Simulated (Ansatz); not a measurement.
**Lattice dynamics of AsPb3N (built on the sites of a database entry of Ca3SbN)**

Wanted: vibrations and spectra of AsPb3N (built on the sites of a database entry of Ca3SbN); the cell is already relaxed.

Calculated with Ansatz 0.2.0; DFT r2SCAN, scalar-relativistic, plane waves, PAW.

The structure was built from a prototype and need not be the compound's stable phase.

### 1. The starting structure

It takes space group Pm-3m (No. 221, cubic). The conventional cell has a = 5.500 Å, b = 5.500 Å, c = 5.500 Å, α = 90.00°, β = 90.00°, γ = 90.00°. Pb has 2 As at 2.75 Å nearest. Nearest to As lie 6 Pb at 2.75 Å. N has 12 Pb at 3.89 Å nearest. Farther neighbours and most contacts between anions are not listed.

Coordinates:

```
Pb As N
1.0
     5.49989    0.00000    0.00000
     0.00000    5.49989    0.00000
     0.00000    0.00000    5.49989
Pb As N
3 1 1
Direct
  0.00000 0.50000 0.50000
  0.50000 0.00000 0.50000
  0.50000 0.50000 0.00000
  0.50000 0.50000 0.50000
  0.00000 0.00000 0.00000
```

### 2. Linear response at the zone centre

The cell comes from relaxations at this level that are not shown. The zone centre is the only wavevector solved here; it holds the modes that light can see, as far as symmetry allows. No field response is asked, since the mesh shows no gap.

The input, input.yaml:

```yaml
crystal:
  lattice:
    - [5.4998917883, 0.0, 0.0]
    - [0.0, 5.4998917883, 0.0]
    - [0.0, 0.0, 5.4998917883]
  atoms:
    - { symbol: Pb, position: [0.0, 0.5, 0.5] }
    - { symbol: Pb, position: [0.5, 0.0, 0.5] }
    - { symbol: Pb, position: [0.5, 0.5, 0.0] }
    - { symbol: As, position: [0.5, 0.5, 0.5] }
    - { symbol: "N", position: [0.0, 0.0, 0.0] }
kpoints:
  mp_grid: { grid: [8, 8, 8] }
hamiltonian:
  xc: r2scan
scf:
  occupations: { method: methfessel_paxton, width: 0.2 }
output:
  eigenvalues: true
phonons:
  method: dfpt
```

On the command line:

```sh
ansatz run input.yaml --threads 4 --pin off --max-ram 14336MiB --backend cpu --events-out ev --progress --plain --runs-dir out
```

Numbers of over 12 decimals in the logs are rounded to 6 here.

Output:

```text
Engine: ansatz 0.2.0, aarch64-unknown-linux-gnu
Pseudopotentials: kind: paw
Pseudopotential: Pb, paw, valence charge 14, recommended cutoff 500 eV (meta_gga), Pb.paw.azcp
Pseudopotential: As, paw, valence charge 15, recommended cutoff 500 eV (meta_gga), As.paw.azcp
Pseudopotential: N, paw, valence charge 5, recommended cutoff 500 eV (meta_gga), N.paw.azcp
Functional definition: r2SCAN
  parameter k0 = 0.174
  parameter k1 = 0.065
  parameter a1 = 4.9479
  exchange = r2scan_x(k0 = k0, k1 = k1, a1 = a1)
  correlation = r2scan_c
Crystal: 5 atoms, lattice volume = 166.365 Å³
Basis set: ecut = 500 eV, 4169 PW (Γ), exchange–correlation on 225×225×225 points (125 copies of the dense FFT grid, shifted against one another)
Bands: 38, of which v1, the nominal top of the filled ones, is band 31 counted from 1 (30 counted from 0)
Symmetry: 48 space group operations
k-points: 170 of 512 (irreducible under 2 space group operations, time reversal used)
Non-local potential: Pb, projectors of the file, l = 0: 2, l = 1: 2, l = 2: 2, l = 3: 2
Non-local potential: As, projectors of the file, l = 0: 2, l = 1: 2, l = 2: 3, l = 3: 1
Non-local potential: N, projectors of the file, l = 0: 2, l = 1: 2, l = 2: 1
PAW form: soft (Blöchl's): semilocal exchange-correlation on the pseudo side does not see the compensation charge
PAW frozen core: Pb, regenerated for the run's functional (the file was generated under x = pbe(κ = 0.804, μ = 0.219515), c = pbe(β = 0.066725))
PAW frozen core: As, regenerated for the run's functional (the file was generated under x = pbe(κ = 0.804, μ = 0.219515), c = pbe(β = 0.066725))
PAW frozen core: N, regenerated for the run's functional (the file was generated under x = pbe(κ = 0.804, μ = 0.219515), c = pbe(β = 0.066725))
PAW one-centre angular grid: Pb, 590 points (default); XC on 160 Gauss nodes
PAW one-centre angular grid: As, 590 points (default); XC on 160 Gauss nodes
PAW one-centre angular grid: N, 302 points (default); XC on 160 Gauss nodes
Initial density: superposition of atomic densities (neutral atoms: chi_scale 0, normalization atom), corrected by the library's trained network
Initial wavefunctions: pseudopotential atomic-orbital guess
Functional: x = r2scan, c = r2scan; τ floored in thin density (d = 2e-4 eV/Å³)
SCF iter   1: F=—  HF=-41004.118388 eV  |F-HF|=—  |Δ(HF+E_count)|=         —  Δρ=1.51e-2  dr2=9.98e-1  dr2_τ=4.09e-2  ethr=1.77e-3  ⟨swp⟩=9.0  Hψ=32090  notcnv=0
preconditioner: auto → Kerker (q_TF=auto, 2.314 Å⁻¹)  [metal: Δε(μ)=0.095 eV  Ē_g=14.713 eV  σ=0.200 eV  W_gap=0.36  n_scr=32 (ndim 8)  ℏωp=20.8 eV  f_vac=0.008  D(μ)=2.00/eV (n_scr^D=6)]
SCF iter   2: F=—  HF=-41004.232166 eV  |F-HF|=—  |Δ(HF+E_count)|=   1.14e-1  S|Δr|=    0.00e0  Δρ=2.95e-2  dr2=2.64e0  dr2_τ=2.57e-1  ethr=1.61e-3  ⟨swp⟩=2.1  Hψ=10415  notcnv=0  defer=43  recentre
SCF iter   3: F=—  HF=-41004.084316 eV  |F-HF|=—  |Δ(HF+E_count)|=   1.48e-1  S|Δr|=    0.00e0  Δρ=4.64e-3  dr2=9.37e-2  dr2_τ=3.62e-4  ethr=1.61e-3  ⟨swp⟩=2.0  Hψ=8747  notcnv=0  defer=43
SCF iter   4: F=—  HF=-41004.076525 eV  |F-HF|=—  |Δ(HF+E_count)|=   7.79e-3  S|Δr|=    0.00e0  Δρ=2.27e-3  dr2=2.97e-2  dr2_τ=1.11e-3  ethr=1.51e-4  ⟨swp⟩=1.0  Hψ=7504  notcnv=0  defer=17
SCF iter   5: F=—  HF=-41004.075258 eV  |F-HF|=—  |Δ(HF+E_count)|=   1.27e-3  S|Δr|=    0.00e0  Δρ=8.29e-4  dr2=1.19e-3  dr2_τ=8.52e-5  ethr=4.79e-5  ⟨swp⟩=1.1  Hψ=6367  notcnv=0  defer=17
SCF iter   6: F=—  HF=-41004.075571 eV  |F-HF|=—  |Δ(HF+E_count)|=   3.13e-4  S|Δr|=    0.00e0  Δρ=3.22e-4  dr2=3.75e-4  dr2_τ=2.07e-5  ethr=1.92e-6  ⟨swp⟩=2.0  Hψ=8079  notcnv=0  defer=17
SCF iter   7: F=—  HF=-41004.075589 eV  |F-HF|=—  |Δ(HF+E_count)|=   1.83e-5  S|Δr|=    0.00e0  Δρ=8.08e-5  dr2=2.11e-5  dr2_τ=1.34e-6  ethr=6.05e-7  ⟨swp⟩=2.0  Hψ=10763  notcnv=0  defer=17
SCF iter   8: F=—  HF=-41004.075597 eV  |F-HF|=—  |Δ(HF+E_count)|=   8.22e-6  S|Δr|=    0.00e0  Δρ=4.46e-5  dr2=5.30e-6  dr2_τ=1.04e-7  ethr=3.41e-8  ⟨swp⟩=2.0  Hψ=11636  notcnv=0  defer=17
SCF iter   9: F=—  HF=-41004.075566 eV  |F-HF|=—  |Δ(HF+E_count)|=   3.12e-5  S|Δr|=    0.00e0  Δρ=1.10e-5  dr2=3.67e-7  dr2_τ=6.15e-9  ethr=8.55e-9  ⟨swp⟩=2.0  Hψ=8052  notcnv=0  defer=20
SCF iter  10: F=—  HF=-41004.075566 eV  |F-HF|=—  |Δ(HF+E_count)|=   7.42e-9  S|Δr|=    0.00e0  Δρ=2.82e-6  dr2=2.42e-8  dr2_τ=4.39e-10  ethr=5.92e-10  ⟨swp⟩=3.0  Hψ=12103  notcnv=0  defer=20
SCF iter  11: F=—  HF=-41004.075566 eV  |F-HF|=—  |Δ(HF+E_count)|=   2.27e-8  S|Δr|=    0.00e0  Δρ=1.08e-6  dr2=2.42e-9  dr2_τ=3.30e-11  ethr=3.90e-11  ⟨swp⟩=2.0  Hψ=10412  notcnv=0  defer=20
SCF iter  12: F=—  HF=-41004.075566 eV  |F-HF|=—  |Δ(HF+E_count)|=   2.48e-9  S|Δr|=    0.00e0  Δρ=4.51e-7  dr2=5.18e-10  dr2_τ=1.70e-11  ethr=3.90e-12  ⟨swp⟩=2.9  Hψ=12550  notcnv=0  defer=20
SCF iter  13: F=—  HF=-41004.075566 eV  |F-HF|=—  |Δ(HF+E_count)|=  2.62e-10  S|Δr|=    0.00e0  Δρ=1.68e-7  dr2=5.43e-11  dr2_τ=3.72e-12  ethr=1.00e-12  ⟨swp⟩=2.0  Hψ=8118  notcnv=0  defer=20
SCF iter  14: F=—  HF=-41004.075566 eV  |F-HF|=—  |Δ(HF+E_count)|=  7.28e-12  S|Δr|=    0.00e0  Δρ=6.74e-8  dr2=1.77e-11  dr2_τ=1.03e-12  ethr=1.00e-12  ⟨swp⟩=10.6  Hψ=34809  notcnv=0
SCF iter  15: F=-41004.075566 eV  HF=-41004.075566 eV  |F-HF|=2.18e-11  |Δ(HF+E_count)|=  2.18e-11  S|Δr|=    0.00e0  Δρ=2.42e-8  dr2=2.17e-12  dr2_τ=9.14e-15  ethr=1.00e-12  ⟨swp⟩=5.0  Hψ=23923  notcnv=0
SCF 1 converged in 15 iterations: F = -41004.075566 eV  dr2 = 2.17e-12
  greatest PAW one-centre occupation: 0.999 electrons in one spin orbital (limit 2), on the As atom at site 3 (counted from 0), in its partial waves of l = 2
DFPT response loops at Γ: preconditioner auto → Kerker (q_TF=auto, 2.314 Å⁻¹) (partly filled bands, converged f_vac=0.010); β = 1.00, the filter's whole step (`scf.mixing.beta` (0.50) is not read by the response loops under this deck's `scf.mixing.preconditioner`; to damp them name `kerker` or `kerker_dos`, under which they read `scf.mixing.beta`, and type it under 1.00, their step now; both keys bind the ground state too); Broyden in place of MSR1
SCF converged after 15 iterations
Stability not checked: this state was not tested for a lower state beside it, because cold or Methfessel-Paxton smearing, or corrected tetrahedra, fill the levels in a way that the test cannot read (fill_not_monotonic; see scf.lower_state_search)
Free energy (F): -41004.075566 eV
Harris-Foulkes:  -41004.075566 eV  (|F-HF|=2.18e-11)
Internal energy: -41004.083874 eV  (E = F + TS)
E sigma→0 (E₀):  -41004.077643 eV
Entropy (-TS):   0.008308 eV (1.662 meV/atom)
Fermi energy:    6.086814 eV
--- Per-component energies (eV) ---
  E_band       = -640.663085
  E_kinetic    = 1082.010481
  E_local      = -6916.267079  (includes V_loc(G=0)·N_el)
  E_nonlocal   = 427.460637
  E_hartree    = 3070.364762
  E_xc         = -751.812459
  E_vxc        = -596.202504  (∫ρ·V_xc dr)
  E_paw        = -33271.931288  (= ΣΔE_a)
  E_vpaw       = -820.604167  (= ΣTr[D̂ρ^β])
  E_aug_tail   = 0.000061  (compensation charges beyond the density's cutoff)
  E_vtau       = 42.209973  (kinetic-family band-sum trace: ∫τ·v_τ [+ j·A + Jᵃ·Aᵃ] dr)
  E_ewald      = -4645.318523
  E_core_change = 1.409535  (= ΣΔE_core)
  E_smearing   = 0.008308  (= −TS)
  E_closure    = -0.000000  (closes the sum)
  Σ components = -41004.075566   (vs F -41004.075566, Δ=0.00e0)
--- Band table (eV; the first three rows and the last of 170) ---
  k-point 0: bands = [... 27 lower, 1.2339, 5.6661, 5.6661, 5.6661, 8.0921, 8.0921, 8.0921, 8.5880, ... 3 higher]
  k-point 1: bands = [... 27 lower, 2.0172, 5.6546, 5.6546, 5.7160, 7.9219, 7.9402, 7.9402, 8.3528, ... 3 higher]
  k-point 2: bands = [... 27 lower, 3.4574, 5.6055, 5.6055, 5.8623, 7.5774, 7.6314, 7.6314, 7.8647, ... 3 higher]
  k-point 169: bands = [... 27 lower, 3.9784, 6.8869, 6.8869, 6.8869, 7.0435, 7.0435, 7.0435, 8.4046, ... 3 higher]
--- Phonons (Γ-DFPT): 4 representative perturbations + reference, on 170 of 512 k-points (Σ response iterations 38) ---
  k mesh reduced under 2 symmetry operations, with k and −k counted as one. Each operation leaves every solved perturbation unchanged. A smaller set is not considered because the functional reads the kinetic-energy density
  ASR residual: 2.937e-4 → 0.000e0 eV/Å²; symmetrization residual: 2.414e-5 eV/Å²
  ASR residual per site (eV/Å²): 1.28e-5 1.28e-5 1.28e-5 6.81e-5 2.94e-4
  Γ frequencies (cm⁻¹): -199.80 -199.80 -199.80 -50.19 -50.19 -50.19 -42.77 -42.77 -42.77 0.00 0.00 0.00 179.18 179.18 179.18
  non-analytic LO–TO correction: not included (Born effective charges unavailable; polar crystals: no LO–TO splitting at Γ)
```

It took 17 min on 4 threads of Arm Neoverse V1, shared host; peak memory 6.4 GiB; 68 min of CPU time.

This step gave:

```
volume per atom                                         : 33.27 Å³
gap on the k-mesh                                       : 0 eV
sum-rule residual before enforcement                    : 2.94e-4 eV/Å²
point group                                             : m-3m
highest optical mode at the zone centre (no LO-TO term) : 179.2 cm⁻¹
lowest optical zone-centre mode                         : -199.8 cm⁻¹
```

Patterns of degenerate modes are one choice out of their space. Modes at Γ, with each element's share of the kinetic energy (negative means imaginary):

```csv
mode,frequency (cm⁻¹),symmetry,Pb %,As %,N %
1,-199.8,T1u,6,0,93
2,-199.8,T1u,6,0,93
3,-199.8,T1u,6,0,93
4,-50.2,T2u,100,0,0
5,-50.2,T2u,100,0,0
6,-50.2,T2u,100,0,0
7,-42.8,T1u,67,28,5
8,-42.8,T1u,67,28,5
9,-42.8,T1u,67,28,5
10,0.0,acoustic,87,11,2
11,0.0,acoustic,87,11,2
12,0.0,acoustic,87,11,2
13,179.2,T1u,39,61,0
14,179.2,T1u,39,61,0
15,179.2,T1u,39,61,0
```

Displacements in mode 1 (-199.8 cm⁻¹), the largest set to 1:
```
Pb1  0.00  0.04 -0.05
Pb2  0.00 -0.01 -0.05
Pb3  0.00  0.04  0.02
As4  0.00 -0.02  0.02
N5   0.00 -0.89  1.00
```

Displacements in mode 14 (179.2 cm⁻¹), the largest set to 1:
```
Pb1  0.00  0.05 -0.02
Pb2  0.00 -0.47 -0.02
Pb3  0.00  0.05  0.15
As4  0.00  1.00 -0.32
N5   0.00  0.07 -0.02
```

Before it was imposed, the acoustic sum rule was missed by 2.9e-4 eV/Å². Small misses are needed for a sound result but don't prove that mesh and cutoff are converged. The lowest optical mode is imaginary, 199.8i cm⁻¹, so the energy falls along it.

### 3. Isotope substitution, element N, natural mass 14.007 amu

An isotope changes the mass and not the force constants, so no new electronic calculation is needed; the shifts show which modes move this element.

The same force constants with the mass of N changed from 14.007 to 15.000 u (phonopy, no LO-TO term). Both lists are sorted by frequency; levels can cross, so a row need not hold one and the same mode. Modes under 3 cm⁻¹ are left out. Isotope shifts, by row:

```
    q  rank  natural mass (cm⁻¹)  changed mass (cm⁻¹)
0 0 0     1               -199.8               -193.5
0 0 0     2               -199.8               -193.5
0 0 0     3               -199.8               -193.5
0 0 0     4               -50.19               -50.19
0 0 0     5               -50.19               -50.19
0 0 0     6               -50.19               -50.19
0 0 0     7               -42.77                -42.7
0 0 0     8               -42.77                -42.7
0 0 0     9               -42.77                -42.7
0 0 0    13                179.2                179.2
0 0 0    14                179.2                179.2
0 0 0    15                179.2                179.2
```

A mode of this element alone would shift by -3.37 %. The highest zone-centre frequency without the field goes from 179.2 to 179.2 cm⁻¹ (-0.0 %).

### 4. Isotope substitution, element Pb, natural mass 207.2 amu

The same for Pb, from 207.20 to 203.97 u.

A mode of this element alone would shift by +0.79 %. The highest zone-centre frequency without the field goes from 179.2 to 179.7 cm⁻¹ (+0.3 %).

### 5. Outcome

```yaml
space_group_within_0p01_a: Pm-3m
volume_per_atom: 33.3 Å³
electronic_character: no gap on this mesh
highest_optical_mode_at_the_zone_centre_no_lo_to_term: 179 cm⁻¹
lowest_optical_zone_centre_mode: -200 cm⁻¹
imaginary_modes_at_gamma_the_only_wavevector_solved: yes
```

In words: A zone-centre mode is imaginary (199.8i cm⁻¹), so this structure is not a minimum of the energy. The optical modes at Γ span -200 to 179 cm⁻¹ (negative means imaginary). No dispersion was computed. With no gap, or one that is small against the smearing, the frequencies hang on the k mesh and the smearing, most of all near Kohn anomalies. Spin-orbit coupling is left out, which can matter for the heavy elements here. The starting cell was built on a prototype and not taken from a measurement, so the phase need not exist. These are harmonic frequencies at zero temperature: anharmonic shifts, linewidths and thermal expansion are left out.

[Logs are printed without paths, hosts, clocks, repeated set-up lines and the standing remarks that a program may print on its own settings, such as how far it seeks lower states.]

[Hosts, paths, dates, database ids (printed as entryN), source tags and the programs' standing remarks are cut or masked in the printed files.]
